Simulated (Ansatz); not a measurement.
# ZrOs (Pm-3m): phonons and vibrational spectra, part 2 of 2

Task: relax ZrOs (Pm-3m), then find its harmonic phonons.

Ansatz 0.2.0; DFT PBEsol, scalar-relativistic, plane waves, PAW; PAW set soft_1.

So far. Step 3 (Relaxing to small forces for the phonons): The forces vanish by symmetry and the pressure is 0.000 GPa, within the tolerances set. The cell now holds 17.12 Å³/atom. The relaxed cell has a = 3.247 Å (conventional setting).

## 4. Linear response at the zone centre

The zone centre comes first: it holds the modes that light can see, as far as symmetry allows. No field response is asked, since the mesh shows no gap.

File input.yaml:

```yaml
crystal:
  lattice:
    - [3.2472163246, 0.0, 0.0]
    - [0.0, 3.2472163246, 0.0]
    - [0.0, 0.0, 3.2472163246]
  atoms:
    - { symbol: Zr, position: [0.5, 0.5, 0.5] }
    - { symbol: Os, position: [0.0, 0.0, 0.0] }
kpoints:
  mp_grid: { grid: [16, 16, 16] }
hamiltonian:
  xc: pbesol
  pseudopotentials: { kind: paw, azcp: { folder: soft_1 }, xc_functional: pbe }
scf:
  occupations: { method: methfessel_paxton, width: 0.2 }
output:
  eigenvalues: true
phonons:
  method: dfpt
```

The run is started by

```sh
$ ansatz run input.yaml --threads 4 --pin off --max-ram 10240MiB --backend cpu --events-out ev --progress --plain --runs-dir out
```

Numbers of over 12 decimals in the logs are rounded to 6 here.

What it wrote:

```text
[...]
Crystal: 2 atoms, lattice volume = 34.240 Å³
Basis set: ecut = 420 eV, 691 PW (Γ), exchange–correlation on 48×48×48 points (8 copies of the dense FFT grid, shifted against one another)
Bands: 18, of which v1, the nominal top of the filled ones, is band 14 counted from 1 (13 counted from 0)
Symmetry: 48 space group operations
k-points: 405 of 4096 (irreducible under 8 space group operations, time reversal used)
[...]
SCF iter   1: F=—  HF=-15383.447738 eV  |F-HF|=—  |Δ(HF+E_count)|=         —  Δρ=1.26e-1  dr2=8.94e0  ethr=3.10e-3  ⟨swp⟩=4.3  Hψ=29294  notcnv=0
[...]
SCF iter   3: F=—  HF=-15382.039251 eV  |F-HF|=—  |Δ(HF+E_count)|=   6.60e-1  S|Δr|=    0.00e0  Δρ=9.72e-3  dr2=2.45e-2  ethr=3.10e-3  ⟨swp⟩=4.6  Hψ=47568  notcnv=0
automatic band count: the SCF goes on with 22 bands, as 18 were too few: they end inside the smearing window of the response
SCF iter   4: F=—  HF=-15382.036705 eV  |F-HF|=—  |Δ(HF+E_count)|=   2.55e-3  S|Δr|=    0.00e0  Δρ=1.55e-3  dr2=1.07e-3  ethr=8.76e-5  ⟨swp⟩=1.2  Hψ=12832  notcnv=0
[...]
SCF iter   9: F=-15382.036532 eV  HF=-15382.036532 eV  |F-HF|=0.00e0  |Δ(HF+E_count)|=  2.18e-11  S|Δr|=    0.00e0  Δρ=3.65e-8  dr2=2.46e-13  ethr=1.00e-12  ⟨swp⟩=8.2  Hψ=40251  notcnv=0
SCF 1 converged in 9 iterations: F = -15382.036532 eV  dr2 = 2.46e-13
[...]
DFPT response loops at Γ: preconditioner auto → Kerker (q_TF=auto, 2.638 Å⁻¹) (partly filled bands, converged f_vac=0.000); β = 1.00, the filter's whole step (`scf.mixing.beta` (0.50) is not read by the response loops under this deck's `scf.mixing.preconditioner`; to damp them name `kerker` or `kerker_dos`, under which they read `scf.mixing.beta`, and type it under 1.00, their step now; both keys bind the ground state too); Broyden in place of MSR1
SCF converged after 9 iterations
[...]
Free energy (F): -15382.036532 eV
[...]
Internal energy: -15382.036114 eV  (E = F + TS)
E sigma→0 (E₀):  -15382.036428 eV
Entropy (-TS):   -0.000418 eV (-0.209 meV/atom)
Fermi energy:    19.954505 eV
[...]
--- Band table (eV; the first three rows and the last of 405) ---
  k-point 0: bands = [... 10 lower, 14.7228, 18.4197, 18.4197, 18.4197, 22.1982, 22.1982, 25.3406, 25.3406, ... 4 higher]
  k-point 1: bands = [... 10 lower, 14.7941, 18.4091, 18.4091, 18.4471, 22.0809, 22.2382, 24.9411, 24.9411, ... 4 higher]
  k-point 2: bands = [... 10 lower, 14.9990, 18.3813, 18.3813, 18.5272, 21.7502, 22.3459, 24.1485, 24.1485, ... 4 higher]
  k-point 404: bands = [... 10 lower, 17.1259, 17.8452, 17.8452, 17.8452, 20.6548, 20.6548, 23.9945, 25.3932, ... 4 higher]
--- Phonons (Γ-DFPT): 2 representative perturbations + reference, on 405 of 4096 k-points (Σ response iterations 6) ---
  k mesh reduced under 8 symmetry operations, with k and −k counted as one. Each operation leaves every solved perturbation unchanged. A smaller set is not used because it would not reduce the number of displacements times k-points to solve
  ASR residual: 4.371e-5 → 0.000e0 eV/Å²; symmetrization residual: 9.872e-6 eV/Å²
  ASR residual per site (eV/Å²): 4.38e-6 4.37e-5
  Γ frequencies (cm⁻¹): 0.00 0.00 0.00 185.64 185.64 185.64
  non-analytic LO–TO correction: not included (Born effective charges unavailable; polar crystals: no LO–TO splitting at Γ)
```

It took 32 s on 4 threads of Arm Neoverse N1, shared host; peak memory 1 GiB.

Reading the cycles: dr2 is the Hartree energy of the density residual (eV), the measure of convergence; HF is the Harris–Foulkes estimate of the energy, which meets the free energy F at convergence.

Numbers from this step:

```
sum-rule residual before enforcement                    : 4.37e-5 eV/Å²
point group                                             : m-3m
highest optical mode at the zone centre (no LO-TO term) : 185.6 cm⁻¹
lowest optical zone-centre mode                         : 185.6 cm⁻¹
```

Patterns of degenerate modes are one choice out of their space. The modes at Γ (shares of kinetic energy by element, %):

| mode | frequency (cm⁻¹) | symmetry | Zr % | Os % |
| --- | --- | --- | --- | --- |
| 1 | 0.0 | acoustic | 32 | 68 |
| 2 | 0.0 | acoustic | 32 | 68 |
| 3 | 0.0 | acoustic | 32 | 68 |
| 4 | 185.6 | T1u | 68 | 32 |
| 5 | 185.6 | T1u | 68 | 32 |
| 6 | 185.6 | T1u | 68 | 32 |

Displacements in mode 4 (185.6 cm⁻¹), the largest set to 1:
```
Zr1  0.00  0.00  1.00
Os2  0.00  0.00 -0.48
```

Before it was imposed, the acoustic sum rule was missed by 4.4e-5 eV/Å². Small misses are needed for a sound result but don't prove that mesh and cutoff are converged. The lowest optical mode is real, 186 cm⁻¹.

## 5. Response at finite wavevector

Stability and thermal properties need the whole zone. Linear response on a 4×4×4 q mesh gives force constants as far as a supercell of that size would.

input.yaml, as its differences from that of step 4:

```diff
@@ -19 +19,8 @@
   method: dfpt
+  qmesh: [4, 4, 4]
+  temperatures: { t_max: 1000, t_step: 50 }
+  qpath:
+    path:
+      - [[0.0, 0.0, 0.0], [0.0, 0.5, 0.0], [0.5, 0.5, 0.0], [0.0, 0.0, 0.0], [0.5, 0.5, 0.5], [0.0, 0.5, 0.0]]
+      - [[0.5, 0.5, 0.5], [0.5, 0.5, 0.0]]
+    npoints: 10
```

What it wrote:

```text
[...]
Crystal: 2 atoms, lattice volume = 34.240 Å³
Basis set: ecut = 420 eV, 691 PW (Γ), exchange–correlation on 48×48×48 points (8 copies of the dense FFT grid, shifted against one another)
Bands: 18, of which v1, the nominal top of the filled ones, is band 14 counted from 1 (13 counted from 0)
Symmetry: 48 space group operations
k-points: 165 of 4096
[...]
SCF iter   1: F=—  HF=-15383.447713 eV  |F-HF|=—  |Δ(HF+E_count)|=         —  Δρ=1.26e-1  dr2=8.94e0  ethr=3.10e-3  ⟨swp⟩=4.3  Hψ=11912  notcnv=0
[...]
SCF iter   9: F=-15382.036532 eV  HF=-15382.036532 eV  |F-HF|=3.64e-12  |Δ(HF+E_count)|=  1.64e-11  S|Δr|=    0.00e0  Δρ=3.82e-8  dr2=2.75e-13  ethr=1.00e-12  ⟨swp⟩=8.2  Hψ=16523  notcnv=0
SCF 1 converged in 9 iterations: F = -15382.036532 eV  dr2 = 2.75e-13
[...]
SCF iter   3: F=-15382.036532 eV  HF=-15382.036532 eV  |F-HF|=1.82e-12  |Δ(HF+E_count)|=  1.82e-12  S|Δr|=    0.00e0  Δρ=1.44e-7  dr2=3.55e-12  ethr=1.00e-12  ⟨swp⟩=1.0  Hψ=6600  notcnv=0
SCF 2 converged in 3 iterations: F = -15382.036532 eV  dr2 = 3.55e-12
phonons: the bands overlap, so this run is a metal and interpolates without the dipole-dipole term. If the crystal is really an insulator or semiconductor, its LO-TO splitting is missing
NSCF: frozen V_eff on 165 k-points
[...]
DFPT response loops at q = (0, 0, 0) (fractional): preconditioner auto → Kerker (q_TF=auto, 2.638 Å⁻¹) (partly filled bands, converged f_vac=0.000); β = 1.00, the filter's whole step (`scf.mixing.beta` (0.50) is not read by the response loops under this deck's `scf.mixing.preconditioner`; to damp them name `kerker` or `kerker_dos`, under which they read `scf.mixing.beta`, and type it under 1.00, their step now; both keys bind the ground state too); Broyden in place of MSR1
[...]
SCF converged after 9 iterations
[...]
Free energy (F): -15382.036532 eV
[...]
Internal energy: -15382.036114 eV  (E = F + TS)
E sigma→0 (E₀):  -15382.036428 eV
Entropy (-TS):   -0.000418 eV (-0.209 meV/atom)
Fermi energy:    19.954505 eV
[...]
--- Band table (eV; the first three rows and the last of 165) ---
  k-point 0: bands = [... 10 lower, 14.7228, 18.4197, 18.4197, 18.4197, 22.1982, 22.1982, 25.3406, 25.3406, ... 4 higher]
  k-point 1: bands = [... 10 lower, 14.7941, 18.4091, 18.4091, 18.4471, 22.0809, 22.2382, 24.9411, 24.9411, ... 4 higher]
  k-point 2: bands = [... 10 lower, 14.9990, 18.3813, 18.3813, 18.5272, 21.7502, 22.3459, 24.1485, 24.1485, ... 4 higher]
  k-point 164: bands = [... 10 lower, 17.1259, 17.8452, 17.8452, 17.8452, 20.6548, 20.6548, 23.9945, 25.3932, ... 4 higher]
--- Phonons (Γ-DFPT): 2 representative perturbations + reference (Σ response iterations 6) ---
  ASR residual: 4.624e-5 → 0.000e0 eV/Å²; symmetrization residual: 4.067e-6 eV/Å²
  ASR residual per site (eV/Å²): 1.03e-5 4.62e-5
  Γ frequencies (cm⁻¹): 0.00 0.00 0.00 185.64 185.64 185.64
--- Phonons (arbitrary-q DFPT): 10 irreducible q on the 4×4×4 mesh ---
  q = [0.0000, 0.0000, 0.0000] (star 1, of the zone-centre solve; hermiticity 1.04e-6, symmetrization 1.74e-12): -0.00 -0.00 0.00 185.64 185.64 185.64
  q = [0.0000, 0.0000, 0.2500] (star 6, 4 solved perturbations in 4032 linear systems a pass and spin channel, the states on 1296 of 4096 k-point pairs; hermiticity 3.46e-7, symmetrization 3.01e-13): 67.94 67.94 113.10 173.48 173.48 240.98
[...]
q = [0.0000, 0.2500, -0.5000] (star 12, 6 solved perturbations on 1296 of 4096 k-point pairs; hermiticity 6.26e-7, symmetrization 1.80e-14): 131.80 132.42 133.46 150.66 200.21 265.28
[...]
sum rule: each row above includes the acoustic sum rule's correction from the zone centre's row sums; it moved no ω² by more than (0.26 cm⁻¹)²
  mesh force constants: q→R imaginary residual 1.43e-18; ASR residual 4.624e-5 → 0.000e0 eV/Å²; symmetrization residual 1.421e-14 eV/Å²
  interpolated dispersion: 62 rows × 6 modes
  density of states and harmonic sums: on the 20×20×20 q-mesh, interpolated from the force constants of a 4×4×4 supercell (no non-analytic term)
  largest difference from the sums on the solved wave vectors: F 1.26e-2 eV, S 1.66e-5 and C_V 4.01e-6 eV/K
  zero-point energy: 0.061711 eV/cell   skipped modes (ω ≤ 0): 3   left out of the sums: 6.25e-5 of the cell's modes: C_V's classical limit lies that fraction below 3 k_B per atom; for a crystal, a wire or a layer, F and S can be off by more, and a phonons.interpolated_qmesh denser along its periods is the remedy for the sampling
```

Elapsed: 16 min, on 4 threads; peak memory 3.6 GiB; 63 min of CPU time.

This step gave:

- sum-rule residual before enforcement: 4.62e-5 eV/Å²
- lowest frequency on the path: 0 cm⁻¹
- highest frequency on the path or at a solved wavevector: 296.0 cm⁻¹
- mean frequency: 165.9 cm⁻¹
- Debye temperature (second moment): 323 K
- logarithmic mean frequency: 157 cm⁻¹
- lowest mode on the q mesh (acoustic modes at Γ apart): 67.94 cm⁻¹
- zero-point energy per atom: 30.86 meV
- heat capacity at 300 K: 23.56 J/(mol atoms K)
- vibrational entropy at 300 K: 32.72 J/(mol atoms K)

Frequencies (cm⁻¹) solved at each irreducible wavevector; negative means imaginary. Frequencies by wavevector, by row:

| q in reciprocal lattice units | star | mode 1 | mode 2 | mode 3 | mode 4 | mode 5 | mode 6 |
| --- | --- | --- | --- | --- | --- | --- | --- |
| 0 0 0 | 1 | 0 | 0 | 0 | 185.6 | 185.6 | 185.6 |
| 0 0 0.25 | 6 | 67.9 | 67.9 | 113.1 | 173.5 | 173.5 | 241 |
| 0 0 -0.5 | 3 | 131.9 | 131.9 | 135.7 | 135.7 | 150.2 | 296 |
| 0 0.25 0.25 | 12 | 92.5 | 94.7 | 137.8 | 168.2 | 213.7 | 228 |
| 0 0.25 -0.5 | 12 | 131.8 | 132.4 | 133.5 | 150.7 | 200.2 | 265.3 |
| 0 -0.5 -0.5 | 3 | 133.9 | 135.7 | 135.7 | 162.7 | 239.2 | 239.2 |
| 0.25 0.25 0.25 | 8 | 113.6 | 113.6 | 144.1 | 207.4 | 207.4 | 219.9 |
| 0.25 0.25 -0.5 | 12 | 134.7 | 135 | 144.4 | 189.9 | 207.8 | 247.3 |
| 0.25 -0.5 -0.5 | 6 | 143.5 | 143.5 | 149.8 | 198.5 | 236.7 | 236.7 |
| -0.5 -0.5 -0.5 | 1 | 158.4 | 158.4 | 158.4 | 231.7 | 231.7 | 231.7 |

Interpolated from a 4×4×4 q mesh. Phonon branches along the path, in cm⁻¹:

| point | branch 1 | branch 2 | branch 3 | branch 4 | branch 5 | branch 6 |
| --- | --- | --- | --- | --- | --- | --- |
| Γ | 0 | 0 | 0 | 186 | 186 | 186 |
| halfway | 68 | 68 | 113 | 174 | 174 | 241 |
| X | 132 | 132 | 136 | 136 | 150 | 296 |
| halfway | 132 | 132 | 134 | 151 | 200 | 265 |
| M | 134 | 136 | 136 | 163 | 239 | 239 |
| halfway | 92 | 95 | 138 | 168 | 214 | 228 |
| Γ | 0 | 0 | 0 | 186 | 186 | 186 |
| halfway | 114 | 114 | 144 | 207 | 207 | 220 |
| R | 158 | 158 | 158 | 232 | 232 | 232 |
| halfway | 135 | 135 | 144 | 190 | 208 | 247 |
| X | 132 | 132 | 136 | 136 | 150 | 296 |
| jump to R | 158 | 158 | 158 | 232 | 232 | 232 |
| halfway | 144 | 144 | 150 | 198 | 237 | 237 |
| M | 134 | 136 | 136 | 163 | 239 | 239 |

The phonon branches as a text plot (rows in cm⁻¹):

```
    290 |      ***                                     ***
    278 |     *   **                                  *
    265 |
    253 |    *      **                              **
    240 |   *         *****                       **        *****
    228 |            **  *****           **********       **
    216 |           *      ****        *****      **       *
    204 |  *                  ***   *****          **       **
    191 |**        *           ********             **
    179 | ***     *           ****                   **       *
    166 |    **       *** ****                        **       **
    154 |      ***  **   *                  ********    ******
    142 |     ******   *******         *****      ********  *****
    130 |    *  ***********              **         ******      *
    117 |   *  *          *** *      ** *
    105 |                  **  *
     92 |     *              *         *
     80 |  * *                *     *
     68 |   *                   *    **
     56 | *                    *
     43 |  *                    *  **
     31 |**                     **
     18 |*                       * *
      6 |                         *
         Γ      X      M          Γ            R        X|R     M
```

Tetrahedra on a 20×20×20 mesh, mean over bins of 5 cm-1. Interpolated from a 4×4×4 q mesh. Phonon density of states against wavenumber; read off at these points:

| wavenumber (cm⁻¹) | phonon density of states (1/cm⁻¹/cell) |
| --- | --- |
| 2 | 1.0e-5 |
| 12 | 1.5e-4 |
| 22 | 6.2e-4 |
| 32 | 0.00139 |
| 42 | 0.00236 |
| 52 | 0.00359 |
| 62 | 0.00516 |
| 72 | 0.00713 |
| 82 | 0.00968 |
| 92 | 0.0131 |
| 102 | 0.0179 |
| 112 | 0.025 |
| 122 | 0.0377 |
| 132 | 0.0714 |
| 142 | 0.115 |
| 158 | 0.0219 |
| 168 | 0.0283 |
| 178 | 0.0300 |
| 188 | 0.0286 |
| 198 | 0.0235 |
| 208 | 0.0224 |
| 218 | 0.0246 |
| 228 | 0.0303 |
| 238 | 0.0438 |
| 248 | 0.0180 |
| 258 | 0.0111 |
| 268 | 0.00746 |
| 278 | 0.00494 |
| 288 | 0.00279 |
| 298 | 2.0e-5 |

The partial phonon density of states has structure finer than the step of the table below, so its rows give means over 10 cm⁻¹, whole bins alone (the curve runs from -10 to 314 cm⁻¹). Peaks (cm⁻¹: height): Os 140.8: 0.102; Zr 171.3: 0.0246, 181.5: 0.0289, 214.1: 0.0246, 234.5: 0.0442.

Phonopy on the run's constants, 17x17x17 mesh, Gaussian sigma 2.3 cm-1. Interpolated from a 4×4×4 q mesh. The partial phonon density of states by wavenumber; means over each step; values in 1/cm⁻¹/cell:

| wavenumber (cm⁻¹) | Os | Zr |
| --- | --- | --- |
| 0 | 3.7e-5 | 1.7e-5 |
| 10 | 8.8e-5 | 4.3e-5 |
| 20 | 3.6e-4 | 1.7e-4 |
| 30 | 8.5e-4 | 4.0e-4 |
| 40 | 0.00143 | 6.4e-4 |
| 50 | 0.00247 | 0.00107 |
| 60 | 0.00312 | 0.00127 |
| 70 | 0.00518 | 0.00203 |
| 80 | 0.00639 | 0.00236 |
| 90 | 0.00915 | 0.00299 |
| 100 | 0.0132 | 0.00408 |
| 110 | 0.0180 | 0.00455 |
| 120 | 0.0278 | 0.00539 |
| 130 | 0.0563 | 0.00593 |
| 140 | 0.0897 | 0.00629 |
| 150 | 0.0282 | 0.00640 |
| 160 | 0.00759 | 0.0184 |
| 170 | 0.00626 | 0.0227 |
| 180 | 0.00648 | 0.0243 |
| 190 | 0.00456 | 0.0203 |
| 200 | 0.00348 | 0.0204 |
| 210 | 0.00256 | 0.0208 |
| 220 | 0.00199 | 0.0222 |
| 230 | 0.00203 | 0.0349 |
| 240 | 0.00162 | 0.0330 |
| 250 | 6.0e-4 | 0.0159 |
| 260 | 2.5e-4 | 0.00959 |
| 270 | 1.3e-4 | 0.00697 |
| 280 | 4.6e-5 | 0.00436 |
| 290 | 1.0e-5 | 0.00232 |
| 300 | 0 | 2.0e-4 |

Second derivatives of the energy by pair, one row for each kind of neighbour of each atom listed. Each entry sums the pair over the periodic images of the supercell that the q mesh stands for, and in a polar crystal it holds the long-range dipole part too. Force constants by pair, by row:

| atom | neighbour | distance (Å) | third of the trace (eV/Å²) | along the pair's line (eV/Å²) |
| --- | --- | --- | --- | --- |
| Zr1 | itself | 0 | 13.98 | – |
| Zr1 | Os | 2.812 | -1.101 | -2.389 |
| Zr1 | Zr | 3.247 | -0.6992 | -3.302 |
| Zr1 | Zr | 4.592 | -0.0902 | -0.6734 |
| Zr1 | Os | 5.385 | 0.0362 | 0.0797 |
| Zr1 | Zr | 5.624 | -0.1076 | -0.2845 |
| Zr1 | Zr | 6.494 | 0.0175 | 0.0404 |
| Zr1 | Os | 7.077 | 0.0019 | 0.018 |
| Zr1 | Zr | 7.261 | -0.0112 | -0.001 |
| Os2 | itself | 0 | 13.12 | – |
| Os2 | Zr | 2.812 | -1.101 | -2.389 |
| Os2 | Os | 3.247 | -0.6796 | -1.17 |
| Os2 | Os | 4.592 | -0.0682 | -0.2839 |
| Os2 | Zr | 5.385 | 0.0362 | 0.0797 |
| Os2 | Os | 5.624 | -0.1095 | -0.3678 |
| Os2 | Os | 6.494 | 0.1034 | -0.0492 |
| Os2 | Zr | 7.077 | 0.0019 | 0.018 |
| Os2 | Os | 7.261 | 0.001 | 0.0012 |

Harmonic thermodynamic functions per atom, from the density of states. Interpolated from a 4×4×4 q mesh. Thermodynamic functions, by row:

| T (K) | F_vib (meV/atom) | S (J/mol-atom/K) | C_V (J/mol-atom/K) |
| --- | --- | --- | --- |
| 0 | 30.86 | 0 | 0 |
| 50 | 30.54 | 2.373 | 6.244 |
| 100 | 27.39 | 10.03 | 15.85 |
| 200 | 9.61 | 23.45 | 22 |
| 300 | -19.77 | 32.72 | 23.56 |
| 400 | -57.4 | 39.59 | 24.15 |
| 500 | -101.3 | 45.02 | 24.43 |
| 600 | -150.4 | 49.48 | 24.59 |
| 700 | -203.7 | 53.28 | 24.68 |
| 800 | -260.7 | 56.58 | 24.74 |
| 900 | -320.8 | 59.5 | 24.78 |
| 1000 | -383.9 | 62.11 | 24.81 |

Harmonic mean-square displacement, third of the trace. Interpolated from a 4×4×4 q mesh. Mean square displacements, by row:

| T (K) | Zr1 U_eq (Å²) | Os2 U_eq (Å²) |
| --- | --- | --- |
| 0 | 0.00103 | 7.20e-4 |
| 100 | 0.00138 | 0.00115 |
| 300 | 0.00311 | 0.00292 |
| 600 | 0.00601 | 0.00574 |

Symmetry leaves 10 wavevectors to solve. The lowest mode among them, the acoustic zeros apart, lies at q = (0, 0, 0.25) and is real, 67.9 cm⁻¹.

## 6. Another isotope

An isotope changes the mass and not the force constants, so no new electronic calculation is needed; the shifts show which modes move this element.

The same force constants with the mass of Zr changed from 91.222 to 95.908 u (phonopy, no LO-TO term). Both lists are sorted by frequency; levels can cross, so a row need not hold one and the same mode. Modes under 3 cm⁻¹ are left out. Isotope shifts, by row:

| q | rank | natural mass (cm⁻¹) | changed mass (cm⁻¹) |
| --- | --- | --- | --- |
| 0 0 0 | 4 | 185.6 | 182.6 |
| 0 0 0 | 5 | 185.6 | 182.6 |
| 0 0 0 | 6 | 185.6 | 182.6 |
| 0 0 0.25 | 1 | 67.94 | 67.36 |
| 0 0 0.25 | 2 | 67.94 | 67.36 |
| 0 0 0.25 | 3 | 113.1 | 112.8 |
| 0 0 0.25 | 4 | 173.5 | 170.6 |
| 0 0 0.25 | 5 | 173.5 | 170.6 |
| 0 0 0.25 | 6 | 241 | 235.6 |
| 0 0 -0.5 | 1 | 131.9 | 131.9 |
| 0 0 -0.5 | 2 | 131.9 | 131.9 |
| 0 0 -0.5 | 3 | 135.7 | 132.4 |
| 0 0 -0.5 | 4 | 135.7 | 132.4 |
| 0 0 -0.5 | 5 | 150.2 | 150.2 |
| 0 0 -0.5 | 6 | 296 | 288.7 |
| 0 0.25 0.25 | 1 | 92.5 | 92.06 |
| 0 0.25 0.25 | 2 | 94.73 | 94 |
| 0 0.25 0.25 | 3 | 137.8 | 137.8 |
| 0 0.25 0.25 | 4 | 168.2 | 165.3 |
| 0 0.25 0.25 | 5 | 213.7 | 209.4 |
| 0 0.25 0.25 | 6 | 228 | 222.5 |

A mode of this element alone would shift by -2.47 %. The highest zone-centre frequency without the field goes from 185.6 to 182.6 cm⁻¹ (-1.7 %). The product of the frequency ratios over all optical modes at Γ is 0.951; the product rule, (m/m′)^(3k/2) (M′/M)^(3/2) with k = 1 such atoms and M the mass of the cell, gives 0.951.

## 7. What came out

| Property | Result |
| --- | --- |
| space group after relaxation (within 0.01 Å) | Pm-3m |
| volume per atom | 17.1 Å³ |
| electronic character | no gap on this mesh |
| highest optical mode at the zone centre (no LO-TO term) | 186 cm⁻¹ |
| lowest optical zone-centre mode | 186 cm⁻¹ |
| lowest mode on the q mesh (acoustic modes at Γ apart) | 67.9 cm⁻¹ |
| highest frequency on the path or at a solved wavevector | 296 cm⁻¹ |
| zero-point energy per atom | 30.9 meV |
| heat capacity at 300 K | 23.6 J/(mol atoms K) |
| vibrational entropy at 300 K | 32.7 J/(mol atoms K) |
| Debye temperature (second moment) | 323 K |
| imaginary modes on the 4×4×4 q mesh | none |

What this shows: The structure is a minimum as far as tested: no mode is imaginary at the 10 irreducible wavevectors of the 4×4×4 mesh, and the softest away from the acoustic zeros lies at 68 cm⁻¹. The optical modes at Γ form one degenerate level at 186 cm⁻¹. The highest mode in this list at Γ, 185.6 cm⁻¹, has its largest share on Zr (68 % of the kinetic energy). With no gap, or one that is small against the smearing, the frequencies hang on the k mesh and the smearing, most of all near Kohn anomalies. Spin-orbit coupling is left out, which can matter for the heavy elements here. The PAW files were made for PBE and serve the other functionals too. These are harmonic frequencies at zero temperature: anharmonic shifts, linewidths and thermal expansion are left out.

[Logs are printed without paths, hosts, clocks, repeated set-up lines and the standing remarks that a program may print on its own settings, such as how far it seeks lower states.]

[Hosts, paths, dates, database ids (printed as entryN), source tags and the programs' standing remarks are cut or masked in the printed files.]
